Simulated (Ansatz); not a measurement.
# LaScH6 (built on the sites of a database entry of LaAlH6): following an unstable mode, part 2 of 2

Which phase does LaScH6 (built on the sites of a database entry of LaAlH6) fall into along its unstable mode, and how much energy does it gain?

Ansatz 0.2.0; DFT PBEsol, scalar-relativistic, plane waves, PAW.

So far, highest frequency on the path or at a solved wavevector (cm⁻¹): step 2 (response at finite wavevector) 1432. Also lowest frequency on the path (cm⁻¹): step 2 -483.

The structure was built from a prototype and need not be the compound's stable phase.

**6. Relaxing from the distorted cell**

Starting from the lowest point found, all atoms and the cell are let go, so that strain and other modes of the same symmetry can join in.

Input file input.yaml:

```yaml
crystal:
  lattice:
    - [3.223427337, 1.8610466407, 2.3038321962]
    - [-3.223427337, 1.8610466407, 2.3038321962]
    - [0.0, -3.7220932814, 2.3038321962]
  atoms:
    - { symbol: La, position: [0.5, 0.5, 0.5] }
    - { symbol: Sc, position: [0.0, 0.0, 0.0] }
    - { symbol: H, position: [0.9627776117, 0.3958930103, 0.2562900495] }
    - { symbol: H, position: [0.2562900495, 0.9627776117, 0.3958930103] }
    - { symbol: H, position: [0.3958930103, 0.2562900495, 0.9627776117] }
    - { symbol: H, position: [0.0372223883, 0.6041069897, 0.7437099505] }
    - { symbol: H, position: [0.7437099505, 0.0372223883, 0.6041069897] }
    - { symbol: H, position: [0.6041069897, 0.7437099505, 0.0372223883] }
kpoints:
  mp_grid: { grid: [10, 10, 10] }
hamiltonian:
  xc: pbesol
scf:
  occupations: { method: fixed }
output:
  forces: true
  stress: true
  eigenvalues: true
relax:
  adjacent_minimum: "off"
  f_tol: 0.002
  max_steps: 120
  cell: { stress_tol: 0.03 }
```

Started as:

```console
$ ansatz run input.yaml --threads 8 --pin off --max-ram 14336MiB --backend cpu --events-out ev --progress --plain --runs-dir out
```

Numbers of over 12 decimals in the logs are rounded to 6 here.

The program printed:

```text
[...]
Crystal: 8 atoms, lattice volume = 82.923 Å³
Basis set: ecut = 420 eV, 1639 PW (Γ), exchange–correlation on 60×60×60 points (8 copies of the dense FFT grid, shifted against one another)
Bands: 22, of which v1, the nominal top of the filled ones, is band 14 counted from 1 (13 counted from 0)
Symmetry: 6 space group operations
[...]
k-points: 172 of 1000
[...]
SCF iter   1: F=—  HF=-8369.917735 eV  |F-HF|=—  |Δ(HF+E_count)|=         —  Δρ=8.90e-3  dr2=8.15e-2  ethr=1.77e-3  ⟨swp⟩=3.6  Hψ=14373  notcnv=0  defer=819
[...]
SCF iter   6: F=-8369.894772 eV  HF=-8369.894772 eV  |F-HF|=4.64e-10  |Δ(HF+E_count)|=   2.79e-6  Δρ=8.37e-6  dr2=5.29e-8  ethr=3.57e-10  ⟨swp⟩=9.9  Hψ=23437  notcnv=0
SCF 1 converged in 6 iterations: F = -8369.894772 eV  dr2 = 5.29e-8
[...]
relax step   1: F+E_penalty+E_count = -8369.89477244 eV  Δ(F+E_penalty+E_count) = +0.000e0 eV  max|allowed force component| = 1.087e-1 eV/Å  Δτ_max = 0.0000 Å  P = -3.865 GPa  Ω = 82.923 Å³  (6 SCF iters, dr2 threshold 1.00e-7 eV, accepted)
Crystal: 8 atoms, lattice volume = 72.571 Å³
Basis set: ecut = 420 eV, 1405 PW (Γ), exchange–correlation on 60×60×60 points (8 copies of the dense FFT grid, shifted against one another)
[...]
iter 1 solved again at ethr=1.14e-3 eV; its pass at ethr=3.10e-3 eV (dr2=3.20e-1 eV) is discarded
[...]
SCF iter   6: F=-8370.034564 eV  HF=-8370.034565 eV  |F-HF|=5.73e-8  |Δ(HF+E_count)|=   1.87e-7  Δρ=1.49e-5  dr2=1.54e-7  ethr=2.86e-9  ⟨swp⟩=13.2  Hψ=32649  notcnv=0
SCF 2 converged in 6 iterations: F = -8370.034564 eV  dr2 = 1.54e-7
relax step   2: F+E_penalty+E_count = -8370.03456448 eV  Δ(F+E_penalty+E_count) = -1.398e-1 eV  max|allowed force component| = 2.512e-1 eV/Å  Δτ_max = 0.1189 Å  P = +4.201 GPa  Ω = 72.571 Å³  energy of the carried Pulay correction = +8.357e-3 eV  (6 SCF iters, dr2 threshold 8.00e-7 eV, accepted)
Crystal: 8 atoms, lattice volume = 71.947 Å³
Basis set: ecut = 420 eV, 1381 PW (Γ), exchange–correlation on 60×60×60 points (8 copies of the dense FFT grid, shifted against one another)
[...]
SCF iter   6: F=-8370.138196 eV  HF=-8370.138196 eV  |F-HF|=5.18e-8  |Δ(HF+E_count)|=   1.50e-6  Δρ=1.34e-5  dr2=1.26e-7  ethr=2.86e-9  ⟨swp⟩=13.6  Hψ=33564  notcnv=0
SCF 3 converged in 6 iterations: F = -8370.138196 eV  dr2 = 1.26e-7
relax step   3: F+E_penalty+E_count = -8370.13819564 eV  Δ(F+E_penalty+E_count) = -1.036e-1 eV  max|allowed force component| = 3.022e-1 eV/Å  Δτ_max = 0.1949 Å  P = +1.099 GPa  Ω = 71.947 Å³  energy of the carried Pulay correction = +8.897e-3 eV  (6 SCF iters, dr2 threshold 8.00e-7 eV, accepted)
[... from here on, the SCF cycles and remarks between the steps are left out ...]
relax step   4: F+E_penalty+E_count = -8370.25621491 eV  Δ(F+E_penalty+E_count) = -1.180e-1 eV  max|allowed force component| = 1.148e-1 eV/Å  Δτ_max = 0.1949 Å  P = -1.583 GPa  Ω = 71.935 Å³  energy of the carried Pulay correction = +8.908e-3 eV  (6 SCF iters, dr2 threshold 8.00e-7 eV, accepted)
relax step   5: F+E_penalty+E_count = -8370.27347782 eV  Δ(F+E_penalty+E_count) = -1.726e-2 eV  max|allowed force component| = 4.921e-2 eV/Å  Δτ_max = 0.1112 Å  P = +2.752 GPa  Ω = 68.144 Å³  energy of the carried Pulay correction = +1.228e-2 eV  (6 SCF iters, dr2 threshold 8.00e-7 eV, accepted)
relax step   6: F+E_penalty+E_count = -8370.28866448 eV  Δ(F+E_penalty+E_count) = -1.519e-2 eV  max|allowed force component| = 2.268e-2 eV/Å  Δτ_max = 0.0778 Å  P = -0.290 GPa  Ω = 70.450 Å³  energy of the carried Pulay correction = +1.021e-2 eV  (6 SCF iters, dr2 threshold 8.00e-7 eV, accepted)
relax step   7: F+E_penalty+E_count = -8370.29107672 eV  Δ(F+E_penalty+E_count) = -2.412e-3 eV  max|allowed force component| = 9.020e-3 eV/Å  Δτ_max = 0.0275 Å  P = -0.061 GPa  Ω = 70.181 Å³  energy of the carried Pulay correction = +1.045e-2 eV  (5 SCF iters, dr2 threshold 8.00e-7 eV, accepted)
relax step   8: F+E_penalty+E_count = -8370.29200952 eV  Δ(F+E_penalty+E_count) = -9.328e-4 eV  max|allowed force component| = 1.416e-3 eV/Å  Δτ_max = 0.0139 Å  P = -0.004 GPa  Ω = 70.131 Å³  energy of the carried Pulay correction = +1.049e-2 eV  (5 SCF iters, dr2 threshold 2.71e-7 eV, accepted)
relax step   9: F+E_penalty+E_count = -8370.29204024 eV  Δ(F+E_penalty+E_count) = -3.072e-5 eV  max|allowed force component| = 4.148e-4 eV/Å  Δτ_max = 0.0038 Å  P = +0.014 GPa  Ω = 70.116 Å³  energy of the carried Pulay correction = +1.051e-2 eV  (7 SCF iters, accepted)
relax step  10: F+E_penalty+E_count = -8370.28695131 eV  Δ(F+E_penalty+E_count) = +5.089e-3 eV  max|allowed force component| = 3.567e-4 eV/Å  Δτ_max = 0.0000 Å  P = -0.061 GPa  Ω = 70.116 Å³  stress off target by 8.85e-2 GPa  SCF on the basis re-selected at this cell (its energy is not comparable with the rows above)  (6 SCF iters)
relax step  11: F+E_penalty+E_count = -8370.28701983 eV  Δ(F+E_penalty+E_count) = -6.852e-5 eV  max|allowed force component| = 2.369e-4 eV/Å  Δτ_max = 0.0013 Å  P = +0.012 GPa  Ω = 70.059 Å³  energy of the carried Pulay correction = +4.818e-5 eV  (4 SCF iters, dr2 threshold 1.96e-8 eV, accepted)
[...]
SCF iter   4: F=-8370.286974 eV  HF=-8370.286974 eV  |F-HF|=1.46e-11  |Δ(HF+E_count)|=  1.38e-10  Δρ=2.50e-7  dr2=1.66e-11  ethr=1.00e-12  ⟨swp⟩=10.6  Hψ=24688  notcnv=0
SCF 12 converged in 4 iterations: F = -8370.286974 eV  dr2 = 1.66e-11
relax step  12: F+E_penalty+E_count = -8370.28697418 eV  Δ(F+E_penalty+E_count) = +4.565e-5 eV  max|allowed force component| = 2.236e-4 eV/Å  Δτ_max = 0.0000 Å  P = +0.012 GPa  Ω = 70.059 Å³  stress off target by 1.28e-2 GPa  SCF on the basis re-selected at this cell (its energy is not comparable with the rows above)  (4 SCF iters)
[...]
SCF converged after 4 iterations
Free energy (F): -8370.286974 eV
[...]
Internal energy: -8370.286974 eV  (E = F + TS)
E sigma→0 (E₀):  -8370.286974 eV
Fermi energy:    9.141292 eV
[...]
--- Forces (eV/Å), atoms counted from 1 ---
  atom   1  La     0.00000000     0.00000000    -0.00000000
  atom   2  Sc     0.00000000     0.00000000     0.00000000
  atom   3  H     -0.00022359     0.00002636     0.00014134
  atom   4  H      0.00008897    -0.00020681     0.00014134
  atom   5  H      0.00013462     0.00018046     0.00014134
  atom   6  H      0.00022359    -0.00002636    -0.00014134
  atom   7  H     -0.00008897     0.00020681    -0.00014134
  atom   8  H     -0.00013462    -0.00018046    -0.00014134
  max |Σ_I F_I| component: 3.79e-19 eV/Å
--- Stress (GPa, compression-positive) ---
        0.012795       0.000000      -0.000000
       -0.000000       0.012795       0.000000
       -0.000000       0.000000       0.008948
  P = ⅓ Tr σ = 0.0115 GPa (0.115 kbar)
--- Band table (eV; the first three rows and the last of 172) ---
  k-point 0: bands = [... 10 lower, 4.2947, 9.1399, 9.1413, 9.1413, 10.4773, 10.4775, 10.4775, 11.6083, ... 4 higher]
  k-point 1: bands = [... 10 lower, 4.3772, 8.8594, 8.8899, 8.9545, 10.5048, 10.5417, 10.6596, 11.5281, ... 4 higher]
  k-point 2: bands = [... 10 lower, 4.6069, 8.2088, 8.3929, 8.6108, 10.5565, 10.5795, 10.9220, 11.2874, ... 4 higher]
  k-point 171: bands = [... 10 lower, 4.5395, 7.3374, 7.3374, 7.3377, 10.9827, 11.4533, 11.4533, 12.3351, ... 4 higher]
--- Relaxed structure (10 steps of the walk, 10 accepted, 2 SCFs on fresh bases) ---
  F+E_penalty+E_count = -8370.28697418 eV   max|allowed force component| = 2.236e-4 eV/Å   (the final SCF, on the basis selected at the relaxed cell)
  cell:  # Å, volume = 70.0590 Å³
    - [2.915040, 1.682999, 2.380039]
    - [-2.915040, 1.682999, 2.380039]
    - [2.2596838241521665e-18, -3.365998790106, 2.380039]
  atoms:
    - { symbol: La, position: [0.500000, 0.500000, 0.500000] }
    - { symbol: Sc, position: [-2.343231717572241e-19, 1.9183215689247128e-18, 1.984341415804529e-19] }
    - { symbol: H, position: [0.999998, 0.499915, 0.229891] }
    - { symbol: H, position: [0.229891, 0.999998, 0.499915] }
    - { symbol: H, position: [0.499915, 0.229891, 0.999998] }
    - { symbol: H, position: [2.076464720224269e-6, 0.500085, 0.770109] }
    - { symbol: H, position: [0.770109, 2.076464720224269e-6, 0.500085] }
    - { symbol: H, position: [0.500085, 0.770109, 2.076464720168758e-6] }
```

It took 29 s on 8 threads of Intel Xeon Platinum 8259CL at 2.50GHz (Skylake/Cascade Lake), shared host; peak memory 0.77 GiB; 3.6 min of CPU time.

The steps of the relaxation:

```csv
step,energy less that of the first step (eV),largest force component (eV/Å),pressure (GPa),volume (Å³)
1,0.0000,0.1087,-3.87,82.92
2,-0.1398,0.2512,4.20,72.57
3,-0.2434,0.3022,1.10,71.95
4,-0.3614,0.1148,-1.58,71.93
5,-0.3787,0.0492,2.75,68.14
6,-0.3939,0.0227,-0.29,70.45
7,-0.3963,0.0090,-0.06,70.18
8,-0.3972,0.0014,0.00,70.13
9,-0.3973,0.0004,0.01,70.12
10*,-0.3922,0.0004,-0.06,70.12
11,-0.3922,0.0002,0.01,70.06
12*,-0.3922,0.0002,0.01,70.06
```

Relaxation steps marked * repeat the geometry before them on a plane-wave basis chosen anew for their cell, so energy and pressure can jump there.

The run keeps the 6 symmetry operations that it works with, so distortions that break them were not tested.

```
     cell as run  before  after   change
           a (Å)   4.377  4.122   -5.8 %
           b (Å)   4.377  4.122   -5.8 %
           c (Å)   4.377  4.122   -5.8 %
           α (°)   94.85  90.00   -5.1 %
           β (°)   94.85  90.00   -5.1 %
           γ (°)   94.85  90.00   -5.1 %
volume (Å³/atom)   10.37   8.76  -15.5 %
```

The atoms that moved most (Å, as changes of fractional coordinates times the final cell):

```
atom      dx      dy      dz  length
  H6   0.195  -0.327  -0.273   0.468
  H3  -0.195   0.327   0.273   0.468
  H8  -0.380  -0.005  -0.273   0.468
  H5   0.380   0.005   0.273   0.468
  H4  -0.185  -0.332   0.273   0.468
  H7   0.185   0.332  -0.273   0.468
```

This step gave:

```yaml
pressure: 0.01151 GPa
gap_on_the_k_mesh: 0.1464 eV
volume_per_atom: 8.757 Å³
```

The distorted start has space group R-3; the relaxation ends in Pm-3.

**7. The new phase in its own primitive cell**

The relaxed structure is symmetrised, reduced to its primitive cell and relaxed tightly, as its phonons need.

Input file input.yaml:

```yaml
crystal:
  lattice:
    - [4.1224423952, 0.0, 0.0]
    - [0.0, 4.1224423952, 0.0]
    - [0.0, 0.0, 4.1224423952]
  atoms:
    - { symbol: La, position: [0.5, 0.5, 0.5] }
    - { symbol: Sc, position: [0.0, 0.0, 0.0] }
    - { symbol: H, position: [0.5, 0.7701085527, 0.0] }
    - { symbol: H, position: [0.0, 0.5, 0.2298914473] }
    - { symbol: H, position: [0.7701085527, 0.0, 0.5] }
    - { symbol: H, position: [0.5, 0.2298914473, 0.0] }
    - { symbol: H, position: [0.0, 0.5, 0.7701085527] }
    - { symbol: H, position: [0.2298914473, 0.0, 0.5] }
kpoints:
  mp_grid: { grid: [8, 8, 8] }
hamiltonian:
  xc: pbesol
scf:
  occupations: { method: fixed }
output:
  forces: true
  stress: true
  eigenvalues: true
relax:
  adjacent_minimum: "off"
  f_tol: 0.001
  max_steps: 60
  cell: { stress_tol: 0.01 }
```

The program printed:

```text
[...]
Crystal: 8 atoms, lattice volume = 70.059 Å³
Basis set: ecut = 420 eV, 1357 PW (Γ), exchange–correlation on 60×60×60 points (8 copies of the dense FFT grid, shifted against one another)
Bands: 22, of which v1, the nominal top of the filled ones, is band 14 counted from 1 (13 counted from 0)
Symmetry: 24 space group operations
[...]
k-points: 45 of 512
[...]
cell:  # Å, volume = 70.0788 Å³
    - [4.122831, 0, 0.0]
    - [0, 4.122831, 0.0]
    - [0.0, 0.0, 4.122831]
  atoms:
    - { symbol: La, position: [0.5, 0.5, 0.5] }
    - { symbol: Sc, position: [0, 0, 0] }
    - { symbol: H, position: [0.5, 0.770010, 0.0] }
    - { symbol: H, position: [0, 0.5, 0.229990] }
    - { symbol: H, position: [0.770010, 0, 0.5] }
    - { symbol: H, position: [0.5, 0.229990, 0.0] }
    - { symbol: H, position: [0, 0.5, 0.770010] }
    - { symbol: H, position: [0.229990, 0, 0.5] }
[key lines of the parts left out:]
SCF converged after 4 iterations
Free energy (F): -8370.285054 eV
Fermi energy:    9.137318 eV
P = ⅓ Tr σ = 0.0044 GPa (0.044 kbar)
```

Wall time 3.1 s (8 threads); peak memory 0.59 GiB; 19 s of CPU time.

Little changed from the start: no atom moved by 0.005 Å and no cell edge by 0.1 %.

This step gave:

```yaml
pressure: 0.004366 GPa
gap_on_the_k_mesh: 0.1461 eV
volume_per_atom: 8.760 Å³
direct_gap_on_mesh: 0.2970 eV
```

The largest force component left is 0.57 meV/Å and the pressure is 0.004 GPa, within the tolerances set. The cell now holds 8.76 Å³/atom.

**8. Modes of the new phase, k-mesh 8×8×8**

A relaxed structure may still be a saddle point, so its zone-centre modes are computed. No field response is asked.

Input file input.yaml:

```yaml
crystal:
  lattice:
    - [4.1228311891, 0.0, 0.0]
    - [0.0, 4.1228311891, 0.0]
    - [0.0, 0.0, 4.1228311891]
  atoms:
    - { symbol: La, position: [0.5, 0.5, 0.5] }
    - { symbol: Sc, position: [0.0, 0.0, 0.0] }
    - { symbol: H, position: [0.5, 0.7700100086, 0.0] }
    - { symbol: H, position: [0.0, 0.5, 0.2299899914] }
    - { symbol: H, position: [0.7700100086, 0.0, 0.5] }
    - { symbol: H, position: [0.5, 0.2299899914, 0.0] }
    - { symbol: H, position: [0.0, 0.5, 0.7700100086] }
    - { symbol: H, position: [0.2299899914, 0.0, 0.5] }
kpoints:
  mp_grid: { grid: [8, 8, 8] }
hamiltonian:
  xc: pbesol
scf:
  occupations: { method: fixed }
output:
  eigenvalues: true
phonons:
  method: dfpt
```

The program printed:

```text
zone centre: on kpoints.mp_grid the ground state, and the responses unless they are solved on pairs of k-points, stand on 125 of the mesh's 512 k-points, reduced under 4 symmetry operations, with k and −k counted as one. Each operation leaves every solved displacement unchanged or reverses it
[...]
Crystal: 8 atoms, lattice volume = 70.079 Å³
Basis set: ecut = 420 eV, 1357 PW (Γ), exchange–correlation on 60×60×60 points (8 copies of the dense FFT grid, shifted against one another)
Bands: 22, of which v1, the nominal top of the filled ones, is band 14 counted from 1 (13 counted from 0)
Symmetry: 24 space group operations
k-points: 125 of 512 (irreducible under 4 space group operations, time reversal used)
[...]
SCF iter   1: F=—  HF=-8370.291580 eV  |F-HF|=—  |Δ(HF+E_count)|=         —  Δρ=6.25e-3  dr2=2.56e-2  ethr=1.77e-3  ⟨swp⟩=3.6  Hψ=10556  notcnv=0  defer=522
[...]
SCF iter   8: F=-8370.285054 eV  HF=-8370.285054 eV  |F-HF|=0.00e0  |Δ(HF+E_count)|=  3.64e-11  Δρ=8.52e-8  dr2=3.38e-12  ethr=1.00e-12  ⟨swp⟩=11.6  Hψ=16484  notcnv=0
SCF 1 converged in 8 iterations: F = -8370.285054 eV  dr2 = 3.38e-12
[...]
DFPT response loops at Γ: preconditioner auto → Resta (q_TF=auto, 2.341 Å⁻¹)  ε∞=20.3 (no band partly filled); β = 1.00, the filter's whole step (`scf.mixing.beta` (0.50) is not read by the response loops at its default; to damp them type it under 1.00, their step now; it binds the ground state too); Broyden in place of MSR1
SCF converged after 8 iterations
Free energy (F): -8370.285054 eV
[...]
Internal energy: -8370.285054 eV  (E = F + TS)
E sigma→0 (E₀):  -8370.285054 eV
Fermi energy:    9.137318 eV
[...]
--- Band table (eV; the first three rows and the last of 125) ---
  k-point 0: bands = [... 10 lower, 4.2932, 9.1373, 9.1373, 9.1373, 10.4717, 10.4717, 10.4717, 11.6023, ... 4 higher]
  k-point 1: bands = [... 10 lower, 4.4204, 8.7153, 8.7710, 8.8684, 10.5139, 10.5518, 10.7293, 11.4742, ... 4 higher]
  k-point 2: bands = [... 10 lower, 4.7678, 7.8336, 8.1422, 8.4448, 10.5133, 10.6223, 10.9700, 11.1548, ... 4 higher]
  k-point 124: bands = [... 10 lower, 4.5384, 7.3329, 7.3329, 7.3329, 10.9790, 11.4464, 11.4464, 12.3306, ... 4 higher]
--- Phonons (Γ-DFPT): 5 representative perturbations + reference, on 125 of 512 k-points (Σ response iterations 15) ---
  k mesh reduced under 4 symmetry operations, with k and −k counted as one. Each operation leaves every solved displacement unchanged or reverses it
  ASR residual: 6.872e-5 → 0.000e0 eV/Å²; symmetrization residual: 3.414e-7 eV/Å²
[...]
non-analytic LO–TO correction: not included (Born effective charges unavailable; polar crystals: no LO–TO splitting at Γ)
```

It took 13 s on 8 threads; peak memory 1.1 GiB; 84 s of CPU time.

Numbers from this step:

- sum-rule residual before enforcement: 6.87e-5 eV/Å²
- point group: m-3
- highest optical mode at the zone centre (no LO-TO term): 1132 cm⁻¹
- lowest optical zone-centre mode: -449.9 cm⁻¹

Without the LO-TO term. Patterns of degenerate modes are one choice out of their space. The modes at Γ (shares of kinetic energy by element, %) (negative means imaginary):

| mode | frequency (cm⁻¹) | symmetry | La % | Sc % | H % |
| --- | --- | --- | --- | --- | --- |
| 1 | -449.9 | Tu | 1 | 18 | 81 |
| 2 | -449.9 | Tu | 1 | 18 | 81 |
| 3 | -449.9 | Tu | 1 | 18 | 81 |
| 4 | 0.0 | acoustic | 73 | 24 | 3 |
| 5 | 0.0 | acoustic | 73 | 24 | 3 |
| 6 | 0.0 | acoustic | 73 | 24 | 3 |
| 7 | 265.4 | Tu | 25 | 58 | 17 |
| 8 | 265.4 | Tu | 25 | 58 | 17 |
| 9 | 265.4 | Tu | 25 | 58 | 17 |
| 10 | 472.8 | Tg | 0 | 0 | 100 |
| 11 | 472.8 | Tg | 0 | 0 | 100 |
| 12 | 472.8 | Tg | 0 | 0 | 100 |
| 13 | 765.2 | Tu | 1 | 0 | 99 |
| 14 | 765.2 | Tu | 1 | 0 | 99 |
| 15 | 765.2 | Tu | 1 | 0 | 99 |
| 16 | 1011.4 | Tu | 0 | 0 | 99 |
| 17 | 1011.4 | Tu | 0 | 0 | 99 |
| 18 | 1011.4 | Tu | 0 | 0 | 99 |
| 19 | 1108.0 | Tg | 0 | 0 | 100 |
| 20 | 1108.0 | Tg | 0 | 0 | 100 |
| 21 | 1108.0 | Tg | 0 | 0 | 100 |
| 22 | 1125.7 | Ag | 0 | 0 | 100 |
| 23 | 1131.6 | Eg | 0 | 0 | 100 |
| 24 | 1131.6 | Eg | 0 | 0 | 100 |

Displacements in mode 3 (-449.9 cm⁻¹), the largest set to 1:
```
La1  0.00  0.00  0.01
Sc2  0.00  0.00 -0.10
H3   0.00  0.00  0.21
H4   0.00 -0.02  0.04
H5   0.00  0.00  1.00
H6   0.00  0.00  0.21
H7   0.00 -0.02  0.04
H8   0.00  0.00  1.00
```

Displacements in mode 18 (1011.4 cm⁻¹), the largest set to 1:
```
La1  0.00  0.00 -0.01
Sc2  0.00  0.00 -0.01
H3   0.00  0.00  1.00
H4   0.00 -0.04  0.01
H5   0.00  0.19 -0.22
H6   0.00  0.00  1.00
H7   0.00 -0.04  0.01
H8   0.00  0.19 -0.22
```

Before it was imposed, the acoustic sum rule was missed by 6.9e-5 eV/Å². Small misses are needed for a sound result but don't prove that mesh and cutoff are converged. The lowest optical mode is imaginary, 449.9i cm⁻¹, so the energy falls along it.

**9. Summary of results**

- unstable mode of the parent: q = (0, 0, 0), 483i cm⁻¹
- depth at the lowest point sampled: 36.3 meV/atom
- largest atomic shift at that point: 0.45 Å
- space group reached (within 0.01 Å): Pm-3
- energy gained over the parent (first relaxation, on the mesh of the frozen mode): 85.3 meV/atom
- volume per atom, phase reached: 8.76 Å³
- gap on the k-mesh, phase reached: 0.146 eV
- lowest optical zone-centre mode, phase reached: -450 cm⁻¹
- highest optical mode at the zone centre (no LO-TO term), phase reached: 1132 cm⁻¹

**Reading.** Along this mode the structure falls into Pm-3, 85.3 meV/atom below the parent. At the parent's cell the well is 36.26 meV/atom deep on the steps tried, with its lowest point at a shift of 0.45 Å. Relaxing atoms and cell changes the gain by +49.02 meV/atom against the lowest step (energies at zero smearing). The new phase still has an imaginary mode at the zone centre of its cell, so it is a saddle point on the way to a lower structure. Of the 2 patterns followed to their end from this parent, this one reaches the lowest energy. Each path keeps the symmetry of its pattern, so a lower phase may lie along a pattern not tried. The q mesh stands for a supercell only 8.8 Å across, so branches between the solved wavevectors are rough. The program warns that the interpolation holds no quadrupole term, so branches close to Γ can be off in this crystal. Spin-orbit coupling is left out, which can matter for the heavy elements here. The starting cell was built on a prototype and not taken from a measurement, so the phase need not exist.

[Logs are printed without paths, hosts, clocks, repeated set-up lines and the standing remarks that a program may print on its own settings, such as how far it seeks lower states.]

[Hosts, paths, dates, database ids (printed as entryN), source tags and the programs' standing remarks are cut or masked in the printed files.]
